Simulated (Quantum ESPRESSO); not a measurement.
# MgO (Periclase): phonon frequency against volume, with a fit

Wanted: a fit of frequency against volume for MgO (Periclase), tested on a run that is left out of it.

Program: Quantum ESPRESSO 7.5. Level of theory: DFT PBE, scalar-relativistic, plane waves, PseudoDojo norm-conserving pseudopotentials. Results are calculated unless marked as measured.

The database entry behind the starting cell differs from later determinations by our own check (about 0.1 % long), so it need not match the best structure at ambient conditions.

## (1) The relaxed structure

Symmetry: Fm-3m, No. 225, cubic system. Conventional cell: a = 4.253 Å, b = 4.253 Å, c = 4.253 Å, α = 90.00°, β = 90.00°, γ = 90.00°. Nearest to Mg lie 6 O at 2.13 Å. O has 6 Mg at 2.13 Å nearest. Farther neighbours and most contacts between anions are not listed.

As a file:

```
Mg O
1.0
    -2.12650    0.00000    2.12650
     0.00000    2.12650    2.12650
    -2.12650    2.12650    0.00000
Mg O
1 1
Direct
  0.00000 0.00000 0.00000
  0.50000 0.50000 0.50000
```

This is the cell after its relaxation at this level of theory, not the database cell from which that began.

## (2) Runs at several volumes

The relaxed cell is scaled uniformly; in this structure symmetry fixes all atoms, so nothing has to be relaxed anew. Each volume gets a ground state and a response at Γ. The mode followed is the highest one without the macroscopic field, of symmetry T1u; longitudinal polar modes lie higher. Cutoff 92 Ry, k mesh 12×12×12.

From the response at V/V₀ = 0.94:

Output:

```text
[banners, grids, parts of the stress and lines that vanish by symmetry left out]
Program PHONON v.7.5
     Reading xml data from directory:

[...]
Exchange-correlation= PBE
                           (   1   4   3   4   0   0   0)
[...]
kinetic-energy cut-off    =      92.0000  Ry
     charge density cut-off    =     368.0000  Ry
     convergence threshold     =      1.0E-18
[...]
Exchange-correlation= PBE
                           (   1   4   3   4   0   0   0)
[...]
q = (   0.0000000   0.0000000   0.0000000 )
     49 Sym.Ops. (with q -> -q+G )
     G cutoff =  577.7767  (  14361 G-vectors)     FFT grid: ( 36, 36, 36)
     number of k points=    72
[...]
Mode symmetry, O_h (m-3m)  point group:
[...]
Dielectric constant
[...]
End of electric fields calculation
          Dielectric constant in cartesian axis
          (       3.155603455       0.000000000       0.000000000 )
          (       0.000000000       3.155603455      -0.000000000 )
          (       0.000000000      -0.000000000       3.155603455 )
          Effective charges (d Force / dE) in cartesian axis without acoustic sum rule applied (asr)
           atom    1  Mg    Mean Z*:        1.97566
      Ex  (        1.97566       -0.00000        0.00000 )
      Ey  (       -0.00000        1.97566       -0.00000 )
      Ez  (        0.00000       -0.00000        1.97566 )
           atom    2  O     Mean Z*:       -1.97510
      Ex  (       -1.97510        0.00000       -0.00000 )
      Ey  (        0.00000       -1.97510       -0.00000 )
      Ez  (       -0.00000       -0.00000       -1.97510 )
          Effective charges Sum: Mean:        0.00055
[...]
Effective charges (d Force / dE) in cartesian axis with asr applied:
           atom    1  Mg    Mean Z*:        1.97538
[...]
atom    2  O     Mean Z*:       -1.97538
[...]
Representation #   1 modes #   1   2   3
[...]
End of self-consistent calculation
     Convergence has been achieved
     Representation #   2 modes #   4   5   6
[...]
End of self-consistent calculation
     Convergence has been achieved
[...]
Dielectric constant in cartesian axis
          (       3.155603455       0.000000000       0.000000000 )
          (       0.000000000       3.155603455      -0.000000000 )
          (       0.000000000      -0.000000000       3.155603455 )
          Effective charges (d Force / dE) in cartesian axis without acoustic sum rule applied (asr)
           atom    1  Mg    Mean Z*:        1.97566
      Ex  (        1.97566       -0.00000        0.00000 )
      Ey  (       -0.00000        1.97566       -0.00000 )
      Ez  (        0.00000       -0.00000        1.97566 )
           atom    2  O     Mean Z*:       -1.97510
      Ex  (       -1.97510        0.00000       -0.00000 )
      Ey  (        0.00000       -1.97510       -0.00000 )
      Ez  (       -0.00000       -0.00000       -1.97510 )
          Effective charges Sum: Mean:        0.00055
[...]
Effective charges (d Force / dE) in cartesian axis with asr applied:
           atom    1  Mg    Mean Z*:        1.97538
[...]
atom    2  O     Mean Z*:       -1.97538
[...]
q = (    0.000000000   0.000000000   0.000000000 )
[...]
freq (    1) =       1.683556 [THz] =      56.157371 [cm-1]
     freq (    2) =       1.683556 [THz] =      56.157371 [cm-1]
     freq (    3) =       1.683556 [THz] =      56.157371 [cm-1]
     freq (    4) =      12.780098 [THz] =     426.298171 [cm-1]
     freq (    5) =      12.780098 [THz] =     426.298171 [cm-1]
     freq (    6) =      12.780098 [THz] =     426.298171 [cm-1]
[...]
Mode symmetry, O_h (m-3m)  point group:
     freq (   1-   3) =         56.2  [cm-1]   --> T_1u G_15  G_4- I
     freq (   4-   6) =        426.3  [cm-1]   --> T_1u G_15  G_4- I

   JOB DONE.
```

One volume, V/V₀ = 1, is held back as a test.

```csv
V/V₀,volume (Å³/atom),pressure (GPa),ω (cm⁻¹)
0.94,9.039,10.45,426.30
0.97,9.327,4.82,397.34
1,9.616,-0.01,held back
1.03,9.904,-4.16,342.90
1.06,10.193,-7.72,317.09
```

## (3) The fit

The mode Grüneisen parameter is γ = −d ln ω / d ln V.

```
ln(V/V₀)    ln ω
 -0.0619  6.0551
 -0.0305  5.9848
  0.0296  5.8374
  0.0583  5.7592
```

A straight line through these points has the slope -2.461, so γ = 2.46; at V/V₀ = 1 it predicts ω = exp(5.9064 + 0.0000) = 367.37 cm⁻¹.

A parabola of pressure against ln V through V/V₀ = 0.97, 1 and 1.03 gives the bulk modulus B = −dP/d ln V = 149 GPa at V₀. With ω₀ from the fitted line the pressure coefficient follows as dω/dP = γ ω₀ / B = 2.46 × 367.4 / 149 = 6.05 cm⁻¹/GPa.

## (4) The run that was held back

Output:

```text
[banners, grids, parts of the stress and lines that vanish by symmetry left out]
[banner, memory and clock lines left out]
Program PHONON v.7.5

[...]
Exchange-correlation= PBE
                           (   1   4   3   4   0   0   0)
[...]
kinetic-energy cut-off    =      92.0000  Ry
     charge density cut-off    =     368.0000  Ry
     convergence threshold     =      1.0E-18
[...]
Exchange-correlation= PBE
                           (   1   4   3   4   0   0   0)
[...]
q = (   0.0000000   0.0000000   0.0000000 )
     49 Sym.Ops. (with q -> -q+G )
     G cutoff =  602.1085  (  15473 G-vectors)     FFT grid: ( 36, 36, 36)
     number of k points=    72
[...]
Mode symmetry, O_h (m-3m)  point group:
[...]
Dielectric constant
[...]
End of electric fields calculation
          Dielectric constant in cartesian axis
          (       3.228518132      -0.000000000      -0.000000000 )
          (      -0.000000000       3.228518132       0.000000000 )
          (      -0.000000000       0.000000000       3.228518132 )
          Effective charges (d Force / dE) in cartesian axis without acoustic sum rule applied (asr)
           atom    1  Mg    Mean Z*:        2.00134
      Ex  (        2.00134       -0.00000        0.00000 )
      Ey  (       -0.00000        2.00134       -0.00000 )
      Ez  (        0.00000       -0.00000        2.00134 )
           atom    2  O     Mean Z*:       -2.00075
      Ex  (       -2.00075       -0.00000       -0.00000 )
      Ey  (       -0.00000       -2.00075        0.00000 )
      Ez  (       -0.00000        0.00000       -2.00075 )
[...]
Representation #   1 modes #   1   2   3
[...]
End of self-consistent calculation
     Convergence has been achieved
     Representation #   2 modes #   4   5   6
[...]
End of self-consistent calculation
     Convergence has been achieved
[...]
Dielectric constant in cartesian axis
          (       3.228518132      -0.000000000      -0.000000000 )
          (      -0.000000000       3.228518132       0.000000000 )
          (      -0.000000000       0.000000000       3.228518132 )
          Effective charges (d Force / dE) in cartesian axis without acoustic sum rule applied (asr)
           atom    1  Mg    Mean Z*:        2.00134
      Ex  (        2.00134       -0.00000        0.00000 )
      Ey  (       -0.00000        2.00134       -0.00000 )
      Ez  (        0.00000       -0.00000        2.00134 )
           atom    2  O     Mean Z*:       -2.00075
      Ex  (       -2.00075       -0.00000       -0.00000 )
      Ey  (       -0.00000       -2.00075        0.00000 )
      Ez  (       -0.00000        0.00000       -2.00075 )
          Effective charges Sum: Mean:        0.00059
[...]
Effective charges (d Force / dE) in cartesian axis with asr applied:
           atom    1  Mg    Mean Z*:        2.00105
[...]
atom    2  O     Mean Z*:       -2.00105
[...]
q = (    0.000000000   0.000000000   0.000000000 )
[...]
freq (    1) =       1.759194 [THz] =      58.680409 [cm-1]
     freq (    2) =       1.759194 [THz] =      58.680409 [cm-1]
     freq (    3) =       1.759194 [THz] =      58.680409 [cm-1]
     freq (    4) =      11.080454 [THz] =     369.604174 [cm-1]
     freq (    5) =      11.080454 [THz] =     369.604174 [cm-1]
     freq (    6) =      11.080454 [THz] =     369.604174 [cm-1]
[...]
Mode symmetry, O_h (m-3m)  point group:
     freq (   1-   3) =         58.7  [cm-1]   --> T_1u G_15  G_4- I
     freq (   4-   6) =        369.6  [cm-1]   --> T_1u G_15  G_4- I
```

It gives 369.60 cm⁻¹ against the predicted 367.37 cm⁻¹, a miss of 2 cm⁻¹.

## (5) Summary of results

| Item | Value |
| --- | --- |
| mode Grüneisen parameter | 2.461 |
| bulk modulus | 149 GPa |
| pressure coefficient | 6.05 cm⁻¹/GPa |

What this shows: The highest optical mode of MgO (Periclase) without the LO-TO term stiffens by 6.05 cm⁻¹ a GPa near the relaxed volume, with γ = 2.46. The power law meets all 5 runs within 0.61 %; between neighbouring volumes γ runs from 2.24 to 2.73. Such a coefficient turns a measured shift of this mode into a hydrostatic stress; uniaxial or biaxial stress splits the mode and needs deformation potentials. The acoustic modes of the response miss zero by 59 cm⁻¹, a numerical error that can touch the optical modes as well. These are harmonic values at zero temperature for the structure held cubic, which a run at Γ can't show to be stable; the bulk modulus rests on three points.

[Host names and launcher messages were left out of these logs when they were recorded.]

[Logs are printed without paths, hosts, clocks, repeated set-up lines and the standing remarks that a program may print on its own settings, such as how far it seeks lower states.]

[Hosts, paths, dates, database ids (printed as entryN), source tags and the programs' standing remarks are cut or masked in the printed files.]
